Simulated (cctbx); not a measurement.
## Diagnosing a refinement

Cell a = 9.1380 Å, b = 9.1380 Å, c = 9.1380 Å, α = 90.00°, β = 90.00°, γ = 90.00°; space group Im-3m (no. 229). The compound is Ca3Si2Rh6.

The data are simulated with cctbx, not measured: synchrotron X-rays, λ = 0.4959 Å, to d = 0.6 Å, 70 % of the full sphere, strongest reflection 40000 counts, noise from counting, a 1.5 % proportional error and a noise floor of 2 counts (s.d.); no absorption.

An anisotropic refinement with weights 1/σ² prints:

```text
Rint 0.028, 215 unique reflections to 0.60 A
cycle     R1     wR2    GooF  max shift (A)
   1  0.1303  0.2832  23.985   0.00231
   2  0.0509  0.1352  11.448   0.00002
final R1 0.0510 wR2 0.1352 GooF 11.447  parameters 9  data/parameter 23.9
atom        x        y        z      Ueq    occ   su(xyz)  su(Uiso or U11)
Rh1    0.50000  0.17470  0.17470   0.0215  1.000  0.00009  0.0006
Si1    0.71972  0.00000  0.00000   0.0059  1.000  0.00046  0.0015
Ca1    0.25000  0.25000  0.25000   0.0286  1.000  0.00000  0.0012
difference map: max 6.09 min -4.12 rms 0.69
Q1    0.0000  0.0000  0.3109   12    6.09  0.28 A from Si1
Q2    0.0000  0.3356  0.3356   24    1.56  0.13 A from Rh1
Q3    0.0000  0.0000  0.0000    2    0.42  2.56 A from Si1
Q4    0.0000  0.1069  0.3433   48    0.37  1.13 A from Si1
Q5    0.1364  0.1364  0.2536   48    0.36  1.47 A from Ca1
Q6    0.0336  0.0336  0.4645   48    0.32  1.74 A from Si1
```

**Question.** Can this result stand? If not, what is the likely fault?

Mend it. The fault: elements exchanged: Ca1 is Si and Si1 is Ca. Against the right model at the same level, R1 goes from 0.0064 to 0.0510 and GooF from 1.05 to 11.45, U of Si1 shrinks from 0.0189 to 0.0059 Å², U of Ca1 swells from 0.0153 to 0.0286 Å², the top difference peak, 6.1 e/Å³, lies on Si1 and a hole of -4.1 e/Å³ opens. Ca1 has 6 electrons too many and its U swells to shed them, as expected; Si1 has 6 electrons too few and its U shrinks to make up, as expected.

The compound is Ca3Si2Rh6. The right model at the same level gives:

```text
Rint 0.028, 215 unique reflections to 0.60 A
cycle     R1     wR2    GooF  max shift (A)
   1  0.0522  0.1302  11.028   0.00056
   2  0.0064  0.0124   1.053   0.00000
final R1 0.0064 wR2 0.0124 GooF 1.053  parameters 9  data/parameter 23.9
atom        x        y        z      Ueq    occ   su(xyz)  su(Uiso or U11)
Rh1    0.50000  0.17470  0.17470   0.0221  1.000  0.00001  0.0001
Ca1    0.71947  0.00000  0.00000   0.0189  1.000  0.00004  0.0001
Si1    0.25000  0.25000  0.25000   0.0153  1.000  0.00000  0.0001
difference map: max 0.31 min -0.50 rms 0.06
Q1    0.0000  0.0000  0.2325   12    0.31  0.44 A from Ca1
Q2    0.0000  0.0000  0.4531   12    0.31  1.58 A from Ca1
Q3    0.0000  0.0000  0.1623   12    0.28  1.08 A from Ca1
Q4    0.0000  0.1917  0.5000   24    0.24  1.60 A from Rh1
Q5    0.0000  0.1050  0.2347   48    0.23  1.05 A from Ca1
Q6    0.0000  0.0000  0.3638   12    0.23  0.76 A from Ca1
```

The model is made up (kin elements in a known structure type, no relaxation), so it says nothing on whether the phase exists.

[Middle refinement cycles are left out of these outputs.]

[Logs are printed without paths, hosts, clocks, repeated set-up lines and the standing remarks that a program may print on its own settings, such as how far it seeks lower states.]
